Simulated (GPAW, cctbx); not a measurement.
# How far are the atoms of MgPbO2 from free atoms?

Question: by how much does bonding change the X-ray structure factors of MgPbO2, how firmly does DFT give the change, and what does a routine refinement make of it?

The start was made by putting kin elements into a known structure type; the compound need not exist, or be stable, in this form. All numbers below are calculated.

### 1. Relax the structure

The density hangs on the geometry, so cell and atoms are relaxed first, with the symmetry held. The cutoff is set higher than for the density because stress converges slowly with plane waves.

Settings: GPAW 26.7.0, PBE, 900 eV, 5×5×5 k-points, Fermi–Dirac width 0.05 eV, BFGS to 0.03 eV/Å.

```text
cell
1.0
    -1.720500000    2.979993414    0.000000000
    -3.441000000    0.000000000    0.000000000
    -1.720500000    0.993331138    5.273000000
Pb Mg O
1 1 2
Direct
0.500000000 0.500000000 0.500000000
0.000000000 0.000000000 0.000000000
0.248933331 0.248933331 0.253200007
0.751066669 0.751066669 0.746799993
```

```console
$ OMP_NUM_THREADS=1 mpirun -n 4 gpaw python run.py > gpaw.log
```

```text
BFGS:    0      -20.938412        3.667627
BFGS:    1      -21.339109        2.991593
BFGS:    2      -22.019555        1.127209
BFGS:    3      -22.142640        0.606753
...
BFGS:   10      -22.307679        0.177906
BFGS:   11      -22.310433        0.083107
BFGS:   12      -22.311152        0.024730
cell  3.3202 3.3202 6.0489  74.07 74.07 60.00
volume 54.772 A^3, largest force 0.023 eV/A, largest stress 0.02 GPa
```

After 12 steps the volume has changed by +1.3 % and the energy by -1.373 eV; the largest stress left is 0.02 GPa. It took 2.5 min on 4 cores of Intel(R) Xeon(R) Platinum 8488C (Sapphire Rapids) (shared host), peak memory 1.4 GiB.

Relaxed structure: R-3m (no. 166), a = 3.3202 Å, b = 3.3202 Å, c = 17.2113 Å, α = 90.00°, β = 90.00°, γ = 120.00°.

```
atom  mult.    x    y       z
 Pb1      3  1/3  2/3     1/6
 Mg1      3    0    0       0
  O1      6  2/3  1/3  0.0652
```

### 2. The all-electron density

X-rays see the whole electron density, so the PAW density is rebuilt with its core regions. Subtracting spherical free atoms from the same code cancels the cores and leaves the deformation density Δρ, the part due to bonding.

Settings: PBE, 550 eV, 7×7×7 k-points, Fermi–Dirac width 0.05 eV; primitive cell of 4 atoms.

```console
$ OMP_NUM_THREADS=1 mpirun -n 4 gpaw python run.py > gpaw.log
```

```text
|iter:   1|       0s |  -25.724482 | +0.18 |       |
|iter:   2|       1s |  -24.504801 | -1.38 | -0.96 |
|iter:   3|       3s |  -21.969469 | -0.46 | -1.02 |
...
|iter:   8|      10s |  -21.926146c| -6.05 | -3.67 |
|iter:   9|      12s |  -21.926147c| -7.36 | -4.25c|
|iter:  10|      13s |  -21.926147c| -7.99c| -5.11c|
```

```text
gpts.py:43: UserWarning: Initial realspace grid (18,18,35) inconsistent with symmetries.
gpts.py:43: UserWarning: Initial realspace grid (18,18,35) inconsistent with symmetries.
gpts.py:43: UserWarning: Initial realspace grid (18,18,35) inconsistent with symmetries.
gpts.py:43: UserWarning: Initial realspace grid (18,18,35) inconsistent with symmetries.
gpts.py:70: UserWarning: Using symmetrized grid: (35,35,35).
gpts.py:70: UserWarning: Using symmetrized grid: (35,35,35).
gpts.py:70: UserWarning: Using symmetrized grid: (35,35,35).
gpts.py:70: UserWarning: Using symmetrized grid: (35,35,35).
grid (70, 70, 70)  electrons 110.000  moved by bonding 1.024 e
deformation density beyond 0.5 A of the nuclei: max 0.183, min -0.065 e/A^3
atom        x       y       z   Voronoi charge  moment
Pb1    0.5000  0.5000  0.5000      0.400       0.00
Mg2    0.0000  0.0000  0.0000      0.380       0.00
O 3    0.2681  0.2681  0.1956     -0.390       0.00
O 4    0.7319  0.7319  0.8044     -0.390       0.00
mean inner potential of superposed free atoms 19.482 V
total magnetic moment 0.000 muB
```

Deformation density in a plane through the shortest contact of the Mg atom at the origin, in 0.01 e/Å³ (clipped at ±99); x from -1.6 to 3.8 Å, y from 2.4 down to -2.4 Å:

```text
 -3   7  16   .   .  11   8   1  -3   1  -1   0   0  -3  -2   0
 -3   6  14   .   .  12   8   0  -3  -4   2   2  -2  -3  -3  -2
 -4   1   7  13  17  11   5  -1  -4  -4  -4  -4  -3  -3  -3  -3
 -2  -2   0   4   6   3  -1  -3  -2  -1   0   1   0  -1  -3  -3
  4  -1  -3  -4  -3  -4  -5  -4   0   6   8   9   7   2  -1  -3
 10   3  -4  -3   .   1  -4  -2   6  13   .   .  12   7   0  -4
 17   7  -2   0   .   .   0  -2   9  18   .   .  12   8   0  -4
 12   4  -3  -3   .   0  -4  -3   5  11   .   .  13   6  -1  -4
  5  -1  -4  -5  -4  -3  -4  -3  -1   5  10  12   8   1  -2  -3
 -1  -3  -3  -1   4   6   4   0  -2  -2  -1   0  -2  -4  -3  -1
 -4  -4  -1   6  12  17  12   7   0  -4  -5  -1  -3  -6  -3   4
 -4  -3   1   9  10   .   .  13   4  -3   0   .   .  -2  -1  10
  0  -3   2   9   9   .   .  14   5  -3   0   .   .  -2  -1   9
```

Atoms in or within 0.15 Å of the plane: Mg (0.0, 0.0), Mg (2.5, -2.2), O (-0.3, 2.2), O (2.2, 0.0), O (0.3, -2.2) Å. Dots mark points within about 0.45 Å of a nucleus; large values next to them are atomic features.

O gains most (-0.39 e) and Pb loses most (+0.40 e); O is the most electronegative element, but the order of the others doesn't follow electronegativity. Such charges fall far short of formal ones, since overlapping free atoms already put density on their neighbours. Along the shortest contact from the Mg atom at the map's origin, Mg–O at 2.22 Å, Δρ is +0.03 e/Å³ at the midpoint and highest, +0.17, 1.67 Å from Mg (points within 0.5 Å of a nucleus left out): little piles up between the atoms, as in an ionic contact (the run has a band gap). At the midpoints of other shortest contacts it is 0.00 (Pb–O, 2.59 Å), -0.02 (O–O, 2.95 Å), -0.03 (Pb–Pb, 3.32 Å) and -0.02 (Mg–Mg, 3.32 Å) e/Å³. Point values carry grid noise of about 0.01 e/Å³. The run needed 10 iterations, 23 s.

### 3. From the density to structure factors

The Fourier components of Δρ, added to those of the free atoms, give the static X-ray structure factors; the Mott–Bethe relation turns them into the Fourier components V of the potential that fast electrons feel.

```text
static structure factors of the conventional cell: F in electrons, V (Mott-Bethe) in volts
   h  k  l      d  |F| table  |F| free   |F| DFT   change   |V| free  |V| DFT  change %
   0  0  3  5.7371   188.436   188.145   187.464   -0.681     5.286    5.912     11.8
   0  0  6  2.8685   214.070   214.150   212.438   -1.711     7.035    7.428      5.6
   1  0  1  2.8361   191.308   191.158   191.550    0.391     5.453    5.365     -1.6
   1  0 -2  2.7272   205.098   205.218   203.171   -2.047     6.229    6.654      6.8
   1  0  4  2.3907   261.663   261.353   263.003    1.650    10.163    9.900     -2.6
   1  0 -5  2.2068   193.784   193.676   194.491    0.816     5.736    5.625     -1.9
   0  0  9  1.9124   193.875   193.795   194.586    0.791     5.841    5.760     -1.4
   1  0  7  1.8687   149.399   149.528   149.182   -0.346     2.543    2.577      1.3
   1  0 -8  1.7226   225.503   225.340   225.647    0.307     7.122    7.097     -0.4
   1  1  0  1.6601   231.591   231.412   231.667    0.255     7.579    7.560     -0.3
   1  1  3  1.5947   152.446   152.516   152.519    0.002     2.936    2.936     -0.0
   1  0 10  1.4768   188.609   188.492   188.731    0.239     4.469    4.455     -0.3
   1  1  6  1.4368   179.023   178.898   179.131    0.233     3.795    3.782     -0.4
   0  0 12  1.4343   199.432   199.305   199.218   -0.087     5.300    5.305      0.1
```

The largest X-ray change is -2.05 e on 1 0 -2, 1.0 % of |F|. For electrons V goes as (Z − F)/g², so a change of F counts against Z − F, which is small at low angle and wherever the atoms' terms cancel: |V| of 003 moves by +11.8 % (5.29 to 5.91 V) against -0.4 % in |F|. The tabulated Hartree–Fock atoms differ from the free DFT atoms by up to 0.31 e, so the choice of reference atom matters too.

### 4. How cheap can the run be?

Cutoff and k-mesh: one is changed at a time, to find what the result needs.

```csv
run,ΔF 1 0 -2 (e),ΔF 006 (e),ΔF 104 (e),q(O) (e),moved (e),time
550 eV 7×7×7,-2.047,-1.711,+1.650,-0.390,1.024,23 s
250 eV 7×7×7,-1.213,-1.120,+0.774,-0.332,1.447,10 s
350 eV 7×7×7,-1.860,-1.580,+1.451,-0.385,1.144,14 s
750 eV 7×7×7,-2.053,-1.716,+1.651,-0.392,1.029,31 s
550 eV 3×3×3,-2.063,-1.721,+1.670,-0.394,1.035,10 s
550 eV 4×4×4,-2.056,-1.717,+1.656,-0.392,1.027,14 s
```

Within 0.04 e of the base on all three: 550 eV 3×3×3, 550 eV 4×4×4 and 750 eV 7×7×7. The largest error, 0.876 e, comes with 250 eV 7×7×7. The moved charge is off by up to 41 % among these runs. Times are from shared hosts.

### 5. Refining ordinary atoms against data with bonding

Routine crystallography fits spherical atoms. To see the bias, intensities are simulated from tabulated atoms plus the DFT change ΔF, so that bonding alone can misfit (1834 reflections of the full sphere, merged to the counts below, to 0.5 Å, 1.5 % proportional noise plus counting noise, assumed isotropic U as listed, Δρ smeared by the mean U) and refined with cctbx over different ranges.

| range | data | R1 | GooF | U Pb1 (true 0.005) | U Mg1 (true 0.0098) | U O1 (true 0.0109) | largest shift (Å) | Δρ max, min (e/Å³) |
| --- | --- | --- | --- | --- | --- | --- | --- | --- |
| all data | 209 | 0.0032 | 1.02 | 0.0050 | 0.0098 | 0.0109 | 0.0007 | 0.40, -0.30 |
| low resolution, d > 0.84 | 52 | 0.0037 | 1.21 | 0.0050 | 0.0098 | 0.0111 | 0.0009 | 0.35, -0.27 |
| high order, d < 0.75 | 138 | 0.0031 | 0.99 | 0.0050 | 0.0098 | 0.0109 | 0.0010 | 0.29, -0.29 |
| occupancies free, d > 0.7 | 86 | 0.0034 | 1.10 | 0.0050 | 0.0099 | 0.0114 | 0.0003 | 0.38, -0.26 |

With all data GooF is 1.02, so at this noise the bonding hardly shows; the top residual peak, near noise level, lies 0.67 Å from Pb and 2.20 Å from O. No U is off by more than 3 s.u. at low resolution. With Pb1 held at 1 and the scale free, the other occupancies refine to Mg1 1.001(0.009) and O1 1.018(0.011), within three s.u. of full.

### 6. Answer

Bonding moves 1.02 e in the primitive cell of MgPbO2 and changes the structure factors of the conventional cell in the table above by at most 2.05 e (1 0 -2, 1.0 %). The shortest bond, Mg–O, has Δρ = +0.03 e/Å³ at its midpoint, which with the charge transfer marks a mainly ionic contact. Within 0.04 e of the base on all three: 550 eV 3×3×3, 550 eV 4×4×4 and 750 eV 7×7×7. The largest error, 0.876 e, comes with 250 eV 7×7×7. The moved charge is off by up to 41 % among these runs. With all data GooF is 1.02, so at this noise the bonding hardly shows. Limits: static density, frozen cores, no spin–orbit coupling.

[Outputs are excerpts: Python notices, other lines and further rows are left out; steps that failed or that the build refused (PBEsol, TPSS) are not shown.]

[Logs are printed without paths, hosts, clocks, repeated set-up lines and the standing remarks that a program may print on its own settings, such as how far it seeks lower states.]
